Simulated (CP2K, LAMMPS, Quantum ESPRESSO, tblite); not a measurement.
**Other levels on glassy 57SiO2-43MgO (mol %) (59 atoms)**

Density of this cell: 2.51 g/cm³. The cell holds 59 atoms: 13 Si, 10 Mg and 36 O. Cell: a = 9.221 Å, b = 9.221 Å, c = 9.221 Å, α = 90.0°, β = 90.0°, γ = 90.0°. 59 atoms (13 Si, 10 Mg, 36 O) placed at random at 2.46 g/cm³, melted at 4000 K for 10 ps at fixed volume with the Morse and Coulomb pair potential with partial charges (Pedone, Malavasi, Menziani, Cormack and Segre, J. Phys. Chem. B 110, 11780 (2006)). Quenched from 4000 K to 300 K at 5 K/ps and fixed volume, held 10 ps at zero pressure.

Geometry: as built.

The reference, a calculation:

```
method                                           : Kohn-Sham DFT, PBE, SSSP efficiency 1.3.0 pseudopotentials, plane waves (Quantum ESPRESSO 7.5); sssp-pbe-1.3.0-efficiency, cutoffs 60/480 Ry, Γ point
r.m.s. force component                           : 1.276 eV/Å
longest force                                    : 4.587 eV/Å
pressure                                         : 4.556 GPa
gap (highest filled to lowest empty level) : 2.318 eV
time                                             : 62 s on 4 MPI ranks of Arm Neoverse V2, shared host
CPU time                                         : 4.2 min
```

**Question.** The same geometry is run in other programs. How far does each lie from the reference, and what does it cost?
- CP2K LDA, DZVP-MOLOPT-SR, 1200/60 Ry, OT DIIS (CP2K 2026.2; 4 MPI ranks)
- CP2K PBE, DZVP-UZH, 420/60 Ry, OT DIIS (CP2K 2026.2; 4 MPI ranks)
- CP2K PBE, DZVP-UZH, 1200/60 Ry, diagonalisation (CP2K 2026.2; 4 MPI ranks)
- CP2K PBE, DZVP-MOLOPT-SR, 1200/60 Ry, SIGN filter 1e-05, SCF 1e-06 (CP2K 2026.2; 4 MPI ranks)
- CP2K PBE, DZVP-MOLOPT-SR, 1200/60 Ry, OT DIIS (CP2K 2026.2; 4 MPI ranks)
- CP2K PBE, DZVP-MOLOPT-SR, 1200/60 Ry, SIGN filter 1e-04, SCF 1e-05 (CP2K 2026.2; 4 MPI ranks)
- tblite GFN1-xTB (tblite 0.8.0; 1 thread)
- CP2K PBE, SZV-MOLOPT-SR, 1200/60 Ry, OT DIIS (CP2K 2026.2; 2 threads)
- CP2K GFN1-xTB, OT DIIS (CP2K 2026.2; 1 thread)

Differences are against the plane-wave reference, forces as r.m.s. over components; share is that over the reference's r.m.s. force, slope the least-squares factor from reference forces to these. Total energies of different programs have different zeros and aren't compared.

```csv
run,"Δ force, r.m.s. (meV/Å)",share (%),slope,Δ pressure (GPa),Δ gap (eV),cores,CPU time,memory (GiB)
reference,-,-,-,-,-,4,4.2 min,2.2
"CP2K LDA, DZVP-MOLOPT-SR, 1200/60 Ry, OT DIIS",276,21.6,0.861,-6.18,-0.404,4,5.7 min,4.0
"CP2K PBE, DZVP-UZH, 420/60 Ry, OT DIIS (coarse)",600,47.0,0.954,1.38,-0.274,4,6.4 min,1.6
"CP2K PBE, DZVP-UZH, 1200/60 Ry, diagonalisation",195,15.3,0.956,1.10,-0.251,4,4.6 min,7.8
"CP2K PBE, DZVP-MOLOPT-SR, 1200/60 Ry, SIGN filter 1e-05, SCF 1e-06",207,16.2,0.954,0.849,-,4,3.2 min,4.2
"CP2K PBE, DZVP-MOLOPT-SR, 1200/60 Ry, OT DIIS",204,16.0,0.955,0.784,-0.259,4,7.9 min,4.3
"CP2K PBE, DZVP-MOLOPT-SR, 1200/60 Ry, SIGN filter 1e-04, SCF 1e-05 (coarse)",223,17.5,0.949,1.01,-,4,2.7 min,4.3
tblite GFN1-xTB,582,45.6,0.692,3.55,-,1,2.5 s,0.1
"CP2K PBE, SZV-MOLOPT-SR, 1200/60 Ry, OT DIIS (coarse)",1123,88.1,1.592,18.7,-1.70,2,6.9 min,2.9
"CP2K GFN1-xTB, OT DIIS",576,45.1,0.944,-5.49,-,1,3 s,0.33
```

Rows marked coarse were listed beforehand as settings not expected to be converged; some can still land near the reference.

CPU time is summed over cores on a shared host, where runs went side by side, so it is rough. Symmetry, cutoffs, thresholds, outputs and thread counts weren't matched or tuned between programs; memory under MPI is the largest rank's times the ranks.

The PBE runs in local orbitals, coarse settings apart, differ by 15 % (CP2K PBE, DZVP-UZH, 1200/60 Ry, diagonalisation) to 16 % (CP2K PBE, DZVP-MOLOPT-SR, 1200/60 Ry, SIGN filter 1e-05, SCF 1e-06); basis, grid and potentials can all enter. Tight binding differs by 45 % (CP2K GFN1-xTB, OT DIIS) to 46 % (tblite GFN1-xTB); it is another model, with fitted parameters of its own, and the xTB methods hold dispersion. Rows with another functional or a dispersion term differ by 22 % (CP2K LDA, DZVP-MOLOPT-SR, 1200/60 Ry, OT DIIS), which mixes the change of model with differences of basis and potentials. Runs with settings chosen to be coarse differ by 17 % (CP2K PBE, DZVP-MOLOPT-SR, 1200/60 Ry, SIGN filter 1e-04, SCF 1e-05) to 88 % (CP2K PBE, SZV-MOLOPT-SR, 1200/60 Ry, OT DIIS), their programs' other errors included. Periodic xTB results under one method name differ between programs and library versions. The network of bonds at the start is that of the classical potential that made the cell, and needn't be the one that DFT or experiment would give. The electronic-structure runs sample only Γ, in a cell whose shortest periodic width is 9 Å.

[Logs are printed without paths, hosts, clocks, repeated set-up lines and the standing remarks that a program may print on its own settings, such as how far it seeks lower states.]

[Hosts, paths, dates, database ids (printed as entryN), source tags and the programs' standing remarks are cut or masked in the printed files.]
